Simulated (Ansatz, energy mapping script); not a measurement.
# Spin model of NiO from collinear orders

How strongly do the moments of NiO couple under PBE+U (6 eV)? The plan is to run several orders and fit a Heisenberg model.

Main program and level: Ansatz 0.2.0; PBE with U = 6 eV on Ni d, ortho-atomic projectors; plane waves, U on orthogonalised atomic orbitals unless named otherwise, collinear spin, no spin–orbit coupling.

**What experiment says.**

“Observation and resonant x-ray optical interpretation of multi-atom resonant photoemission effects in O 1s emission from NiO” (2006, arxiv:cond-mat/0609101) quotes from earlier work for NiO, rock salt (literature value for NiO): ordering temperature (Neel temperature) 524 K [Literature value cited from another work, not measured on this sample.].

## (1) The starting structure

It takes space group Fm-3m (No. 225, cubic). Conventional cell: a = 4.172 Å, b = 4.172 Å, c = 4.172 Å, α = 90.00°, β = 90.00°, γ = 90.00°. Nearest to Ni lie 6 O at 2.09 Å. O has 6 Ni at 2.09 Å nearest. Farther neighbours and most contacts between anions are not listed.

A Hubbard U penalises fractional filling of the shell. It raises the cost of virtual hops to the neighbours, so couplings that rest on such hops usually weaken.

## (2) Probe run

One run in the crystal's own cell, under PBE with U = 5.4 eV on Ni d, ortho-atomic projectors, shows which elements keep a moment. Transition or f elements with 0.3 μB or more enter the spin model; moments induced on other atoms do not.

input.yaml

```yaml
crystal:
  lattice:
    - [0.0, 2.085901641, 2.085901641]
    - [2.085901641, 0.0, 2.085901641]
    - [2.085901641, 2.085901641, 0.0]
  atoms:
    - { symbol: Ni, position: [0.0, 0.0, 0.0], spin: 2.0 }
    - { symbol: O, position: [0.5, 0.5, 0.5] }
magnetization:
  spin_polarized: true
kpoints:
  mp_grid: { grid: [11, 11, 11] }
hamiltonian:
  xc: pbe
  hubbard:
    sites: [{ species: Ni, l: d, u_eff: 5.4 }]
    projectors: ortho-atomic
scf:
  occupations: { method: fermi_dirac, width: 0.05 }
output:
  eigenvalues: true
```

Started as:

```
ansatz run input.yaml --threads 4 --pin off --max-ram 8192MiB --backend cpu --events-out ev --progress --plain --runs-dir out
```

Numbers of over 12 decimals in the logs are rounded to 6 here.

Log:

```text
Engine: ansatz 0.2.0, aarch64-unknown-linux-gnu
Pseudopotentials: kind: paw
Pseudopotential: Ni, paw, valence charge 18, recommended cutoff 420 eV (normal), Ni.paw.azcp
Pseudopotential: O, paw, valence charge 6, recommended cutoff 420 eV (normal), O.paw.azcp
Functional definition: PBE
  parameter kappa = 0.804
  parameter beta = 0.066725
  exchange = pbe_x(kappa = kappa, mu = beta*pi^2/3)
  correlation = pbe_c(beta = beta)
Crystal: 2 atoms, lattice volume = 18.151 Å³
Basis set: ecut = 420 eV, 339 PW (Γ)
Bands: 17, of which v1, the nominal top of the filled ones, is band 12 counted from 1 (11 counted from 0)
Symmetry: 48 space group operations
Space group: Fm-3m (ITA 225), of the structure as read, at distance tolerance 2.6e-5 Å
Magnetic group: BNS 225.116 (UNI 1618), of the structure as read, at distance tolerance 2.6e-5 Å
k-points: 56 of 1331
Non-local potential: Ni, projectors of the file, l = 0: 3, l = 1: 2, l = 2: 3, l = 3: 1
Non-local potential: O, projectors of the file, l = 0: 2, l = 1: 2, l = 2: 1
PAW form: soft (Blöchl's): semilocal exchange-correlation on the pseudo side does not see the compensation charge
PAW one-centre angular grid: Ni, 590 points (default); XC on 64 Gauss nodes
PAW one-centre angular grid: O, 110 points (default); XC on 64 Gauss nodes
Initial density: superposition of atomic densities (chi_scale 0.1, normalization cell, long waves kept (reshape's long-wave potential 0.00 eV rms))
Starting moments: Σ|m| = 2 μB on 1 of 2 sites
Initial wavefunctions: pseudopotential atomic-orbital guess
Functional: x = pbe(κ = 0.804, μ = 0.219515), c = pbe(β = 0.066725)
SCF iter   1: F=—  HF=-6406.068702 eV  |F-HF|=—  |Δ(HF+E_count)|=         —  Δρ=3.98e-1 (↑1.06e-1 ↓3.98e-1)  dr2=3.15e1  dr2_m=4.78e0  M=0.564 μB ∫|m|=0.565 μB  β_m=0.30  ethr=3.10e-3  ⟨swp⟩=5.6  Hψ=8369  notcnv=0
preconditioner: auto → none  [metal: Δε(μ)=0.023 eV  Ē_g=16.448 eV  σ=0.050 eV  W_gap=0.11  n_scr=8 (ndim 8)  ℏωp=34.9 eV  f_vac=0.000  D(μ)=2.00/eV (n_scr^D=26)  sad-step TF]
SCF iter   2: F=—  HF=-6402.898808 eV  |F-HF|=—  |Δ(HF+E_count)|=    3.17e0  Δρ=7.57e-2 (↑5.34e-2 ↓7.57e-2)  dr2=5.71e-1  dr2_m=2.48e-1  M=1.649 μB ∫|m|=1.650 μB  β_m=1.00  ethr=3.10e-3  ⟨swp⟩=3.4  Hψ=5345  notcnv=0  defer=21
SCF iter   3: F=—  HF=-6403.298122 eV  |F-HF|=—  |Δ(HF+E_count)|=   3.99e-1  Δρ=5.18e-2 (↑3.60e-2 ↓5.18e-2)  dr2=2.52e-1  dr2_m=1.01e-1  M=1.875 μB ∫|m|=1.882 μB  β_m=1.00  ethr=2.38e-3  ⟨swp⟩=3.1  Hψ=4596  notcnv=0  defer=27
SCF iter   4: F=—  HF=-6403.823623 eV  |F-HF|=—  |Δ(HF+E_count)|=   5.26e-1  Δρ=1.89e-2 (↑1.88e-2 ↓1.89e-2)  dr2=1.23e-1  dr2_m=5.92e-3  M=1.940 μB ∫|m|=1.947 μB  β_m=1.00  ethr=1.05e-3  ⟨swp⟩=2.8  Hψ=4770  notcnv=0  defer=35
[...]
SCF iter  13: F=—  HF=-6404.732105 eV  |F-HF|=—  |Δ(HF+E_count)|=   4.01e-6  Δρ=1.22e-4 (↑1.22e-4 ↓6.10e-5)  dr2=5.73e-7  dr2_m=1.33e-6  M=2.000 μB ∫|m|=2.007 μB  β_m=0.77  ethr=6.08e-8  ⟨swp⟩=2.4  Hψ=2982  notcnv=0  defer=62
iter 14 did not close the SCF: its close was put off for a magnetic moment that had not settled (scf_convergence_deferred on its scf_iter line)
SCF iter  14: F=-6404.732106 eV  HF=-6404.732106 eV  |F-HF|=1.32e-9  |Δ(HF+E_count)|=   6.14e-7  Δρ=1.81e-5 (↑1.81e-5 ↓9.07e-6)  dr2=1.08e-8  dr2_m=2.94e-8  M=2.000 μB ∫|m|=2.007 μB  β_m=0.87  ethr=4.17e-10  ⟨swp⟩=4.2  Hψ=7447  notcnv=0
SCF iter  15: F=-6404.732106 eV  HF=-6404.732106 eV  |F-HF|=1.68e-10  |Δ(HF+E_count)|=   1.41e-8  Δρ=1.44e-6 (↑1.44e-6 ↓1.09e-6)  dr2=2.09e-10  dr2_m=1.74e-10  M=2.000 μB ∫|m|=2.007 μB  ethr=4.49e-11  ⟨swp⟩=1.1  Hψ=5181  notcnv=0
SCF 1 converged in 15 iterations: F = -6404.732106 eV  dr2 = 2.09e-10
[...]
Symmetry: 8 space group operations
k-points: 186 of 1331
[...]
Starting moments: Σ|m| = 2 μB on 1 of 2 sites; this step starts from the density that it was given
[...]
an SCF along what the orbitals of the run's state read of its open shells (or to have them read: on a GPU, or by another smearing), with 40 of the crystal's symmetry operations given up (186 k-points in place of 56), reached no lower state that the run goes on to. This is no proof of a minimum
SCF converged after 15 iterations
Magnetization: 2.0000 μB (13.0000 up, 11.0000 down)
Absolute magnetization: 2.0055 μB (∫|ρ↑−ρ↓|, with the PAW one-centre terms)
Spin contamination: 0.0015 ħ² per cell (⟨S²⟩ above its minimum at these occupations)
Per-site moments (μB) at R_I (Å): [(1.704187, 0.860434), (0.222185, 0.860434)]
Free energy (F): -6404.732106 eV
Harris-Foulkes:  -6404.732106 eV  (|F-HF|=1.68e-10)
Internal energy: -6404.732106 eV  (E = F + TS)
E sigma→0 (E₀):  -6404.732106 eV
Fermi energy:    14.832244 eV
--- Per-component energies (eV) ---
  E_band       = -352.147111
  E_kinetic    = 450.614040
  E_local      = -3982.014721  (includes V_loc(G=0)·N_el)
  E_nonlocal   = 690.361124
  E_hartree    = 1636.057155
  E_xc         = -156.277708
  E_vxc        = -200.473680  (∫ρ·V_xc dr)
  E_hubbard    = 0.749127  (on-site DFT+U / exact-exchange correction)
  E_vhub       = -20.884151  (the Hubbard potential's part of the band-sum identity)
  E_paw        = -1789.425410  (= ΣΔE_a)
  E_vpaw       = -561.868365  (= ΣTr[D̂ρ^β])
  E_aug_tail   = 0.003198  (compensation charges beyond the density's cutoff)
  E_ewald      = -3254.798910
  E_smearing   = -0.000000  (= −TS)
  E_closure    = 0.000000  (closes the sum)
  Σ components = -6404.732106   (vs F -6404.732106, Δ=0.00e0)
--- Band table (eV; the first three rows and the last of 112) ---
  k-point 0 ↑: bands = [... 8 lower, 8.6197, 8.6197, 11.9871, 11.9871, 11.9871, 16.1052, 32.2757, 33.2599, ... 1 higher]
  k-point 1 ↑: bands = [... 8 lower, 8.6466, 8.6466, 11.5145, 12.1851, 12.1851, 16.7339, 30.3846, 32.9624, ... 1 higher]
  k-point 2 ↑: bands = [... 8 lower, 8.7622, 8.7622, 10.8246, 12.6568, 12.6568, 17.9874, 28.0995, 31.8054, ... 1 higher]
  k-point 55 ↓: bands = [... 8 lower, 10.6080, 11.2539, 11.3129, 16.4663, 17.0096, 23.5926, 25.3360, 25.5581, ... 1 higher]
Occupation matrices written to <dir>
```

Wall time 3.1 s (4 threads of Arm Neoverse V1, shared host); peak memory 0.46 GiB.

Spin moment in the sphere by atom:

| atom | spin moment in the sphere (μB) |
| --- | --- |
| Ni1 | 1.70 |
| O2 | 0.22 |

The run ends ferromagnetic; Ni carries the moments.

## (3) One set of occupation matrices for all orders

A corrected shell can settle in several orbital fillings. One parallel run, with an occupation width a fifth wider than the orders use, therefore is to supply the occupation matrices. All orders start from them.

input.yaml, the sections that differ from step 2:

```yaml
hamiltonian:
  xc: pbe
  hubbard:
    sites: [{ species: Ni, l: d, u_eff: 6.0 }]
    projectors: ortho-atomic
scf:
  occupations: { method: fermi_dirac, width: 0.06 }
# crystal, magnetization, kpoints, output: as in step 2
```

Log:

```text
[...]
Crystal: 2 atoms, lattice volume = 18.151 Å³
Basis set: ecut = 420 eV, 339 PW (Γ)
Bands: 17, of which v1, the nominal top of the filled ones, is band 12 counted from 1 (11 counted from 0)
Symmetry: 48 space group operations
[...]
k-points: 56 of 1331
[...]
Starting moments: Σ|m| = 2 μB on 1 of 2 sites
[...]
SCF iter   1: F=—  HF=-6405.792215 eV  |F-HF|=—  |Δ(HF+E_count)|=         —  Δρ=4.00e-1 (↑1.07e-1 ↓4.00e-1)  dr2=3.19e1  dr2_m=4.79e0  M=0.567 μB ∫|m|=0.568 μB  β_m=0.30  ethr=3.10e-3  ⟨swp⟩=5.6  Hψ=8315  notcnv=0
[...]
SCF iter  15: F=-6404.650633 eV  HF=-6404.650633 eV  |F-HF|=1.53e-10  |Δ(HF+E_count)|=   1.78e-8  Δρ=1.59e-6 (↑1.59e-6 ↓1.16e-6)  dr2=2.15e-10  dr2_m=2.22e-10  M=2.000 μB ∫|m|=2.006 μB  ethr=5.39e-11  ⟨swp⟩=1.1  Hψ=5194  notcnv=0
SCF 1 converged in 15 iterations: F = -6404.650633 eV  dr2 = 2.15e-10
[...]
Symmetry: 8 space group operations
k-points: 186 of 1331
[...]
SCF converged after 15 iterations
Magnetization: 2.0000 μB (13.0000 up, 11.0000 down)
Absolute magnetization: 2.0053 μB (∫|ρ↑−ρ↓|, with the PAW one-centre terms)
[...]
Per-site moments (μB) at R_I (Å): [(1.716224, 0.860434), (0.208916, 0.860434)]
Free energy (F): -6404.650633 eV
[...]
Internal energy: -6404.650633 eV  (E = F + TS)
E sigma→0 (E₀):  -6404.650633 eV
Fermi energy:    14.930988 eV
[...]
--- Band table (eV; the first three rows and the last of 112) ---
  k-point 0 ↑: bands = [... 8 lower, 8.2756, 8.2756, 12.0328, 12.0328, 12.0328, 16.1153, 32.2759, 33.2534, ... 1 higher]
  k-point 1 ↑: bands = [... 8 lower, 8.3037, 8.3037, 11.5415, 12.2157, 12.2157, 16.7482, 30.3805, 32.9558, ... 1 higher]
  k-point 2 ↑: bands = [... 8 lower, 8.4184, 8.4184, 10.7858, 12.6598, 12.6598, 18.0049, 28.0964, 31.7980, ... 1 higher]
  k-point 55 ↓: bands = [... 8 lower, 10.2705, 11.1120, 11.1315, 16.6776, 17.1977, 23.5992, 25.3394, 25.5649, ... 1 higher]
Occupation matrices written to <dir>
```

Wall time 3.3 s (4 threads); peak memory 0.45 GiB; 9.1 s of CPU time.

This step gave:

| Item | Value |
| --- | --- |
| final state | ferromagnetic |
| electrons in the corrected shells | 8.276 e |
| largest moment | 1.716 μB |

## (4) Order 1: parallel, cell A of 4 atoms

Each cell gets its own parallel run on the same mesh, so that most of the mesh error cancels in the differences.

input.yaml

```yaml
crystal:
  lattice:
    - [0.0, -2.085901641, -2.085901641]
    - [0.0, 2.085901641, -2.085901641]
    - [4.171803282, 0.0, 0.0]
  atoms:
    - { symbol: Ni, position: [0.5, 0.5, 0.5], spin: 2.0 }
    - { symbol: Ni, position: [0.0, 0.0, 0.0], spin: 2.0 }
    - { symbol: O, position: [0.5, 0.5, 0.0] }
    - { symbol: O, position: [0.0, 0.0, 0.5] }
magnetization:
  spin_polarized: true
kpoints:
  mp_grid: { grid: [9, 9, 6] }
hamiltonian:
  xc: pbe
  hubbard:
    sites:
      - { species: Ni, l: d, u_eff: 6.0 }
      - { site: 0, l: d, u_eff: 6.0, starting_ns: [{ spin: up, occupation_matrix: ni1_major }, { spin: down, occupation_matrix: ni1_minor }] }
      - { site: 1, l: d, u_eff: 6.0, starting_ns: [{ spin: up, occupation_matrix: ni1_major }, { spin: down, occupation_matrix: ni1_minor }] }
    projectors: ortho-atomic
    occupation_matrices:
      ni1_major:
        matrix:
          - [0.998, 0.0, 0.0, 0.0, 0.0]
          - [0.0, 0.999, 0.0, 0.0, 0.0]
          - [0.0, 0.0, 0.999, 0.0, 0.0]
          - [0.0, 0.0, 0.0, 0.998, 0.0]
          - [0.0, 0.0, 0.0, 0.0, 0.999]
      ni1_minor:
        matrix:
          - [0.146, 0.0, 0.0, 0.0, 0.0]
          - [0.0, 0.997, 0.0, 0.0, 0.0]
          - [0.0, 0.0, 0.997, 0.0, 0.0]
          - [0.0, 0.0, 0.0, 0.146, 0.0]
          - [0.0, 0.0, 0.0, 0.0, 0.997]
scf:
  occupations: { method: fermi_dirac, width: 0.05 }
output:
  eigenvalues: true
  write_density: true
  write_potential: true
  elf: true
  volumetric_format: npy
```

Log:

```text
[...]
Crystal: 4 atoms, lattice volume = 36.303 Å³
Basis set: ecut = 420 eV, 681 PW (Γ)
Bands: 32, of which v1, the nominal top of the filled ones, is band 24 counted from 1 (23 counted from 0)
Symmetry: 32 space group operations
[...]
k-points: 60 of 486
[...]
Starting moments: Σ|m| = 4 μB on 2 of 4 sites
[...]
SCF iter   1: F=—  HF=-12810.750959 eV  |F-HF|=—  |Δ(HF+E_count)|=         —  Δρ=2.33e-1 (↑7.48e-2 ↓2.33e-1)  dr2=2.36e1  dr2_m=2.36e0  M=2.809 μB ∫|m|=2.811 μB  β_m=0.30  ethr=3.10e-3  ⟨swp⟩=5.4  Hψ=13704  notcnv=0  defer=8
[...]
spin=Collinear: Kerker preconditioning applied to the charge; magnetization (m = ρ↑ − ρ↓) channel mixes plain (no charge-response kernel on spin).
SCF iter   2: F=—  HF=-12808.555189 eV  |F-HF|=—  |Δ(HF+E_count)|=    2.20e0  Δρ=8.49e-2 (↑4.19e-2 ↓8.49e-2)  dr2=8.32e-1  dr2_m=7.76e-1  M=4.000 μB ∫|m|=4.004 μB  β_m=1.00  ethr=3.10e-3  ⟨swp⟩=3.2  Hψ=9000  notcnv=0  defer=260
[...]
SCF iter  12: F=-12809.301466 eV  HF=-12809.301466 eV  |F-HF|=3.64e-11  |Δ(HF+E_count)|=   4.81e-9  Δρ=7.44e-7 (↑5.08e-7 ↓7.44e-7)  dr2=1.40e-10  dr2_m=1.05e-10  M=4.000 μB ∫|m|=4.014 μB  ethr=9.54e-12  ⟨swp⟩=1.1  Hψ=9583  notcnv=0
SCF 1 converged in 12 iterations: F = -12809.301466 eV  dr2 = 1.40e-10
[...]
SCF converged after 12 iterations
an eigenvalue changed by more than its tolerance at an iteration that met the thresholds in force, so the SCF went on 1 time: the last check found none over its tolerance
Magnetization: 4.0000 μB (26.0000 up, 22.0000 down)
Absolute magnetization: 4.0115 μB (∫|ρ↑−ρ↓|, with the PAW one-centre terms)
[...]
Per-site moments (μB) at R_I (Å): [(1.716286, 0.860434), (1.716286, 0.860434), (0.208851, 0.860434), (0.208851, 0.860434)]
Free energy (F): -12809.301466 eV
[...]
Internal energy: -12809.301466 eV  (E = F + TS)
E sigma→0 (E₀):  -12809.301466 eV
Fermi energy:    14.916487 eV
[...]
--- Specified on-site occupations, and those of the state reported ---
  electrons in the specified blocks: 16.5520 specified, 16.5513 found
  site 0 (l=d) ↓: largest change of an orbital's occupation 0.0003; electrons 3.2830 specified, 3.2838 found; spectral distance 0.0005
[...]
site 1 (l=d) ↑: largest change of an orbital's occupation 0.0002; electrons 4.9930 specified, 4.9919 found; spectral distance 0.0005
[...]
--- Band table (eV; the first three rows and the last of 120) ---
  k-point 0 ↑: bands = [... 20 lower, 9.2293, 10.6355, 10.6355, 12.0330, 12.0330, 12.0331, 16.1156, 20.4506, ... 4 higher]
  k-point 1 ↑: bands = [... 20 lower, 9.6671, 10.9046, 10.9046, 11.8301, 12.0360, 12.0360, 16.8533, 20.6717, ... 4 higher]
  k-point 2 ↑: bands = [... 20 lower, 10.5864, 11.3902, 11.3902, 11.5123, 11.9874, 11.9874, 18.4405, 20.8496, ... 4 higher]
  k-point 59 ↓: bands = [... 20 lower, 11.2272, 11.2272, 16.6811, 16.6811, 17.2399, 17.2399, 23.7135, 23.7135, ... 4 higher]
Occupation matrices written to <dir>
```

Elapsed: 3.4 s, on 4 threads; peak memory 0.41 GiB.

Spin moment in the sphere by atom:

```
atom  spin moment in the sphere (μB)
 Ni1                            1.72
 Ni2                            1.72
  O3                            0.21
  O4                            0.21
```

The run ends ferromagnetic.

Spin density in the ac plane of the conventional cell at fractional y = 0.000, with atoms of Ni and O within 0.2 Å of it.

Values in e/Å³, 14 rows by 14 columns, each cell a mean:
```
4.0 1.5 0.4 0.1 0.0 0.1 0.3 0.3 0.2 0.0 0.0 0.2 0.8 2.6
1.4 0.4 0.1 0.0 0.0 0.0 0.1 0.1 0.1 0.0 0.0 0.0 0.1 0.8
0.3 0.1 0.0 0.0 0.0 0.0 0.0 0.0 0.0 0.0 0.0 0.0 0.0 0.2
0.0 0.0 0.0 0.0 0.0 0.0 0.1 0.1 0.0 0.0 0.0 0.0 0.0 0.0
0.0 0.0 0.0 0.0 0.0 0.1 0.5 0.7 0.2 0.0 0.0 0.0 0.0 0.0
0.2 0.1 0.0 0.0 0.1 0.4 1.5 2.6 0.8 0.2 0.0 0.0 0.1 0.2
0.4 0.2 0.0 0.0 0.3 1.4 4.0 5.7 2.6 0.7 0.1 0.0 0.1 0.3
0.3 0.2 0.0 0.0 0.2 0.8 2.6 4.0 1.5 0.4 0.1 0.0 0.1 0.2
0.1 0.1 0.0 0.0 0.0 0.1 0.8 1.4 0.4 0.1 0.0 0.0 0.0 0.1
0.0 0.0 0.0 0.0 0.0 0.0 0.2 0.3 0.1 0.0 0.0 0.0 0.0 0.0
0.1 0.0 0.0 0.0 0.0 0.0 0.0 0.0 0.0 0.0 0.0 0.0 0.0 0.1
0.8 0.2 0.0 0.0 0.0 0.0 0.0 0.0 0.0 0.0 0.0 0.0 0.1 0.5
2.6 0.8 0.2 0.0 0.0 0.1 0.2 0.2 0.1 0.0 0.0 0.1 0.4 1.5
5.8 2.6 0.7 0.1 0.0 0.1 0.3 0.4 0.2 0.0 0.0 0.3 1.4 4.1
```
Columns run along a (4.2 Å), rows up along c (4.2 Å), edges of the conventional cell, whose origin can differ from the input's. Atoms in or near the plane, at fractional coordinates: Ni at (0.50, 0.50), Ni at (0.00, 0.00), O at (0.00, 0.50), O at (0.50, 0.00).

ELF in the ac plane of the conventional cell at fractional y = 0.000, with atoms of Ni and O within 0.2 Å of it. It is the smooth field of the valence electrons, not physical close to the nuclei.

Ten even steps from '_' (0.09) to '@' (0.79), each cell a mean:
```
**==..__**@@%%**@@@@--__::++
::::..__==%%@@@@@@##::__..::
________..==****++--________
--::..__________________::--
@@%%++..__........____--##@@
%%@@%%::__::====--..__++@@@@
==%%@@--__::**##==....**@@**
**@@@@--__::++**==..__**@@##
@@@@##::__..::::::..__==%%@@
**++--________________..==**
__________::----::..________
....____--##@@@@%%++..__....
==--..__++@@@@%%@@%%::__::==
%%==..__**@@**==%%@@--__::**
```
Columns run along a (4.2 Å), rows up along c (4.2 Å), edges of the conventional cell, whose origin can differ from the input's. Atoms in or near the plane, at fractional coordinates: Ni at (0.50, 0.50), Ni at (0.00, 0.00), O at (0.00, 0.50), O at (0.50, 0.00).

[end of part 1 of 3]

[Logs and program files are shortened in this print: banners, set-up blocks, solver, clock and traceback lines can be left out without a mark of their own.]

[Logs are printed without paths, hosts, clocks, repeated set-up lines and the standing remarks that a program may print on its own settings, such as how far it seeks lower states.]

[Hosts, paths, dates, database ids (printed as entryN), source tags and the programs' standing remarks are cut or masked in the printed files.]

[Where a cell is said to come from a database of computed structures, the database is the Materials Project.]
